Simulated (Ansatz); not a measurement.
# Work function of Pt(111): what the settings cost and change

How far do cutoff, k-mesh and smearing move the work function of Pt(111)?

Method: plane-wave DFT, PBE, Ansatz PAW, in Ansatz 0.2.0.

The experiments to compare with:

For Pt (clean (111) face, a compiled value), “Anisotropic work function of elemental crystals” (2019, arxiv:1902.07811) quotes earlier work: work function (clean (111) face, a compiled value) 5.91 eV.

This is a report of a sequence of runs, with most program output left out.

## 1. The structure

The cell holds 7 atoms: 7 Pt. Its edges and angles: a = 2.772 Å, b = 2.772 Å, c = 31.579 Å, α = 90.0°, β = 90.0°, γ = 60.0°. Vacuum lies along c.

## 2. Run, setting cutoff 200 eV

A work function rests on the faint tail of the density, so the SCF threshold is tight. The cutoff is raised first; then mesh and smearing are varied at the default cutoff.

Contents of input.yaml:

```yaml
crystal:
  lattice:
    - [2.7718585823, 0.0, 0.0]
    - [1.3859292911, 2.4004999479, 0.0]
    - [0.0, 0.0, 31.5792783313]
  atoms:
    - { symbol: Pt, position: [0.0, 0.0, 0.2849970131] }
    - { symbol: Pt, position: [0.3333333333, 0.3333333333, 0.3566646754] }
    - { symbol: Pt, position: [0.6666666667, 0.6666666667, 0.4283323377] }
    - { symbol: Pt, position: [0.0, 0.0, 0.5] }
    - { symbol: Pt, position: [0.3333333333, 0.3333333333, 0.5716676623] }
    - { symbol: Pt, position: [0.6666666667, 0.6666666667, 0.6433353246] }
    - { symbol: Pt, position: [0.0, 0.0, 0.7150029869] }
kpoints:
  mp_grid: { grid: [17, 17, 1] }
hamiltonian:
  xc: pbe
scf:
  occupations: { method: fermi_dirac, width: 0.1 }
  convergence: { dr2_threshold: 1.0e-09 }
efield:
  axis: 3
  dipole_correction: true
  ramp_position: 0.97
  ramp_width: 0.06
basis:
  ecutwfc: "200 eV"
output:
  write_potential: true
  write_density: true
  volumetric_format: npy
  elf: true
```

On the command line:

```
> ansatz run input.yaml --threads 2 --pin off --max-ram 3072MiB --backend cpu --events-out ev --progress --plain --runs-dir out
```

It took 37 s on 2 threads of Arm Neoverse N1, shared host; peak memory 0.44 GiB.

This step gave:

```
energy at zero smearing   : -87584.0753 eV
work function, upper face : 6.343 eV
```

Running mean over 2.263 Å of the planar mean; the ramp of the sawtooth is left out. The electron's electrostatic potential energy less the Fermi level by z:

```
z (Å)  electron's electrostatic potential energy less the Fermi level (eV)
    4                                                                 6.21
    5                                                                 6.12
    6                                                                 5.94
    7                                                                 4.77
    8                                                                -4.95
    9                                                                -11.6
   10                                                                -12.0
   11                                                                -12.2
   12                                                                -12.2
   13                                                                -12.2
   14                                                                -12.3
   15                                                                -12.3
   16                                                                -12.2
   17                                                                -12.3
   18                                                                -12.3
   19                                                                -12.2
   20                                                                -12.2
   21                                                                -12.1
   22                                                                -12.0
   23                                                                -10.4
   24                                                                0.509
   25                                                                 5.60
   26                                                                 6.03
   27                                                                 6.16
   28                                                                 6.25
```

Electrostatic potential energy in the ca plane at fractional y = 0.000, with atoms of Pt within 0.2 Å of it. With pseudopotentials it is smooth inside the atoms' cores, unlike the true potential.

Ten even steps from '0' (-67 eV) to '9' (15 eV), each cell a mean:
```
99999999861002799999999999985000489999999999
89998889985235899889999888997323799999999999
78987678998778998778998767898777899999999999
68986568999899997557898656899989999999999999
78987668998889998667898667899888999999999999
89998788986457898878998878998645899999999999
99999999973004899999999999986101589999999999
99999999861002799999999999984000389999999999
```
Columns run along c (16.0 Å, from fractional 0.37 to 0.87 of the cell; values clipped at the 3rd and 97th percentile), rows up along a (2.8 Å). Atoms in or near the plane, at fractional coordinates: Pt at (0.50, 0.00), Pt at (0.72, 0.00).

ELF in the ca plane at fractional y = 0.000, with atoms of Pt within 0.2 Å of it. It is the smooth field of the valence electrons, not physical close to the nuclei.

Ten even steps from '0' (0.00) to '9' (0.72), each cell a mean:
```
32113333258997433332112333336999732000000000
22222323336876332332222332335787532000000000
43324543333443333553333454233444321000000000
53335663233333324664333565233334420000000000
43334653333333324554333565233333321000000000
32323432335664332343232343233566432000000000
22222323347987333232222232336898632000000000
31013443258998423443102443337999742100000000
```
Columns run along c (16.0 Å, from fractional 0.37 to 0.87 of the cell), rows up along a (2.8 Å). Atoms in or near the plane, at fractional coordinates: Pt at (0.50, 0.00), Pt at (0.72, 0.00).

Valence density in the ca plane at fractional y = 0.000, with atoms of Pt within 0.2 Å of it. It is the smooth field of the valence electrons, not physical close to the nuclei.

Ten steps, logarithmic in the rise over the least value, from '0' (0 e/Å³) to '9' (11 e/Å³), each cell a mean:
```
22222222368998522222222222246999731000000000
32223333246876323333222333235787521000000000
43234553234554234554323554323454310000000000
54335664222332234665334665322333210000000000
53335654223443234564334565322343210000000000
43234443235765323443223444334676421000000000
22222332357987422332222332236898631000000000
22122222368998532222212222247999731000000000
```
Columns run along c (16.0 Å, from fractional 0.37 to 0.87 of the cell), rows up along a (2.8 Å). Atoms in or near the plane, at fractional coordinates: Pt at (0.50, 0.00), Pt at (0.72, 0.00).

The work function is 6.343 eV. The program marks this work function as in doubt.

## 3. Run

Changes to input.yaml since step 2:

```diff
@@ -26,3 +26,3 @@
 basis:
-  ecutwfc: "200 eV"
+  ecutwfc: "300 eV"
 output:
@@ -31,2 +31 @@
   volumetric_format: npy
-  elf: true
```

Wall time 57 s (2 threads); peak memory 0.57 GiB; 97 s of CPU time.

The work function is 5.670 eV, -0.672 eV from the run “cutoff 200 eV”, at 1.5 times its CPU time.

## 4. Run

Changes to input.yaml since step 3:

```diff
@@ -26,3 +26,3 @@
 basis:
-  ecutwfc: "300 eV"
+  ecutwfc: "420 eV"
 output:
```

The job ended after 83 s (2 threads; peak memory 0.8 GiB).

The work function is 5.663 eV, -0.680 eV from the run “cutoff 200 eV”, at 2.1 times its CPU time.

## 5. Run

Changes to input.yaml since step 4:

```diff
@@ -26,3 +26,3 @@
 basis:
-  ecutwfc: "420 eV"
+  ecutwfc: "600 eV"
 output:
```

It took 2.1 min on 2 threads; peak memory 1.2 GiB.

The work function is 5.663 eV, +0.000 eV from the run “cutoff 420 eV”, at 1.6 times its CPU time.

## 6. Slab

Changes to input.yaml since step 5:

```diff
@@ -14,3 +14,3 @@
 kpoints:
-  mp_grid: { grid: [17, 17, 1] }
+  mp_grid: { grid: [3, 3, 1] }
 hamiltonian:
@@ -25,4 +25,2 @@
   ramp_width: 0.06
-basis:
-  ecutwfc: "600 eV"
 output:
```

Run time: 11 s. Hardware: 2 threads; peak memory 0.44 GiB.

The work function is 5.358 eV, -0.305 eV from the run “cutoff 420 eV”, at 0.10 times its CPU time.

## 7. Run

Changes to input.yaml since step 6:

```diff
@@ -14,3 +14,3 @@
 kpoints:
-  mp_grid: { grid: [3, 3, 1] }
+  mp_grid: { grid: [6, 6, 1] }
 hamiltonian:
```

Run time: 19 s. Hardware: 2 threads; peak memory 0.48 GiB; 30 s of CPU time.

The work function is 5.599 eV, -0.064 eV from the run “cutoff 420 eV”, at 0.21 times its CPU time.

## 8. Slab

Changes to input.yaml since step 7:

```diff
@@ -14,3 +14,3 @@
 kpoints:
-  mp_grid: { grid: [6, 6, 1] }
+  mp_grid: { grid: [11, 11, 1] }
 hamiltonian:
```

It took 45 s on 2 threads; peak memory 0.58 GiB.

The work function is 5.638 eV, -0.025 eV from the run “cutoff 420 eV”, at 0.53 times its CPU time.

## 9. Run

Changes to input.yaml since step 8:

```diff
@@ -14,3 +14,3 @@
 kpoints:
-  mp_grid: { grid: [11, 11, 1] }
+  mp_grid: { grid: [26, 26, 1] }
 hamiltonian:
```

It took 2.8 min on 2 threads; peak memory 1.2 GiB.

The work function is 5.661 eV, -0.002 eV from the run “cutoff 420 eV”, at 2.1 times its CPU time.

## 10. Slab

Changes to input.yaml since step 9:

```diff
@@ -14,3 +14,3 @@
 kpoints:
-  mp_grid: { grid: [26, 26, 1] }
+  mp_grid: { grid: [17, 17, 1] }
 hamiltonian:
@@ -18,3 +18,3 @@
 scf:
-  occupations: { method: fermi_dirac, width: 0.1 }
+  occupations: { method: gaussian, width: 0.05 }
   convergence: { dr2_threshold: 1.0e-09 }
```

It took 83 s on 2 threads; peak memory 0.8 GiB; 2.4 min of CPU time.

The work function is 5.672 eV, +0.009 eV from the run “cutoff 420 eV”, at 1.0 times its CPU time.

## 11. Run

Changes to input.yaml since step 10:

```diff
@@ -18,3 +18,3 @@
 scf:
-  occupations: { method: gaussian, width: 0.05 }
+  occupations: { method: methfessel_paxton, width: 0.2 }
   convergence: { dr2_threshold: 1.0e-09 }
```

Run time: 87 s. Hardware: 2 threads; peak memory 0.8 GiB; 2.5 min of CPU time.

The work function is 5.676 eV, +0.013 eV from the run “cutoff 420 eV”, at 1.1 times its CPU time.

## 12. Run

Changes to input.yaml since step 11:

```diff
@@ -18,3 +18,3 @@
 scf:
-  occupations: { method: methfessel_paxton, width: 0.2 }
+  occupations: { method: fermi_dirac, width: 0.3 }
   convergence: { dr2_threshold: 1.0e-09 }
```

Wall time 96 s (2 threads); peak memory 0.86 GiB.

The work function is 5.589 eV, -0.074 eV from the run “cutoff 420 eV”, at 1.1 times its CPU time.

## 13. Slab

Changes to input.yaml since step 12:

```diff
@@ -18,3 +18,3 @@
 scf:
-  occupations: { method: fermi_dirac, width: 0.3 }
+  occupations: { method: cold, width: 0.1 }
   convergence: { dr2_threshold: 1.0e-09 }
```

Run time: 88 s. Hardware: 2 threads; peak memory 0.8 GiB.

The work function is 5.671 eV, +0.008 eV from the run “cutoff 420 eV”, at 1.1 times its CPU time.

## 14. The series together

Times are for 2 threads of Arm Neoverse N1, shared host. The series side by side:

```
no.                            setting  work function, upper face (eV)     time  memory (GiB)
  1                      cutoff 200 eV                           6.343     37 s          0.44
  2                      cutoff 300 eV                           5.670     57 s          0.57
  3                      cutoff 420 eV                           5.663     83 s           0.8
  4                      cutoff 600 eV                           5.663  2.1 min           1.2
  5                           mesh 3x3                           5.358     11 s          0.44
  6                           mesh 6x6                           5.599     19 s          0.48
  7                         mesh 11x11                           5.638     45 s          0.58
  8                         mesh 26x26                           5.661  2.8 min           1.2
  9          Gaussian smearing 0.05 eV                           5.672     83 s           0.8
 10  methfessel_paxton smearing 0.2 eV                           5.676     87 s           0.8
 11        fermi_dirac smearing 0.3 eV                           5.589     96 s          0.86
 12               cold smearing 0.1 eV                           5.671     88 s           0.8
```

## 15. The same run with other settings

An input spoilt on purpose, to show how the run answers: it repeats the earlier run “cutoff 200 eV” with efield.ramp_width from 0.06 to 0.9, and scf.max_iter set to 60; its output block differs too.

Changes to input.yaml since step 13:

```diff
@@ -18,4 +18,5 @@
 scf:
-  occupations: { method: cold, width: 0.1 }
+  occupations: { method: fermi_dirac, width: 0.1 }
   convergence: { dr2_threshold: 1.0e-09 }
+  max_iter: 60
 efield:
@@ -24,3 +25,5 @@
   ramp_position: 0.97
-  ramp_width: 0.06
+  ramp_width: 0.9
+basis:
+  ecutwfc: "200 eV"
 output:
```

The job ended after 0.34 s (2 threads; peak memory 0.24 GiB).

The program refused the input before any cycle.

The program's message: “Error: efield: ion 0 (Pt) at fractional coordinate 0.2850 along the field axis lies inside the sawtooth ramp with 2 of the planes that the density is read on at each end, [0.9567, 0.8833] — the ramp m …”

The fault put into the input: a ramp so wide that it reaches the atoms.

## 16. What came out

```json
{
 "work function, cutoff 200 eV": "6.343 eV",
 "work function, cutoff 420 eV": "5.663 eV",
 "work function, cutoff 600 eV": "5.663 eV",
 "work function, mesh 3x3": "5.358 eV"
}
```

In words: The run at the highest cutoff gives 5.66 eV, and the settings tried spread the value from 5.36 to 6.34 eV. Against 600 eV, a cutoff of 200 eV is off by +0.679 eV. Against 600 eV, a cutoff of 420 eV is off by -0.000 eV. Against the finest mesh, 26 points along a, the coarser ones are off by -0.30 (3), -0.06 (6) and -0.02 (11) eV. The smearing schemes and widths spread it over 0.09 eV. The program marks the value as in doubt in “cutoff 200 eV”. The ladder's slabs use the tabulated experimental lattice constant (two decimals; a low-temperature value for the alkali metals). In 1 run of the series (cutoff 200 eV) the program warns that electrons reach the sawtooth's ramp, which makes dipole and work function less sure.

Calculation against experiment:

```
                                               quantity  measured    cutoff 600 eV
work function (clean (111) face, a compiled value) (eV)      5.91  5.66 (-0.25 eV)
```

Measured values from arxiv:1902.07811 (2019).

How well it matches: The work function is off by -0.25 eV: fair agreement. The grades are ours: good and fair within 3 and 7 % for the work function. No cell relaxation is part of this session.

[Logs are printed without paths, hosts, clocks, repeated set-up lines and the standing remarks that a program may print on its own settings, such as how far it seeks lower states.]

[Hosts, paths, dates, database ids (printed as entryN), source tags and the programs' standing remarks are cut or masked in the printed files.]

[Maps of the electrostatic potential energy from Ansatz leave out the sawtooth potential of an applied field or a dipole correction, so their vacuum need not be flat; planar profiles and work functions include it.]
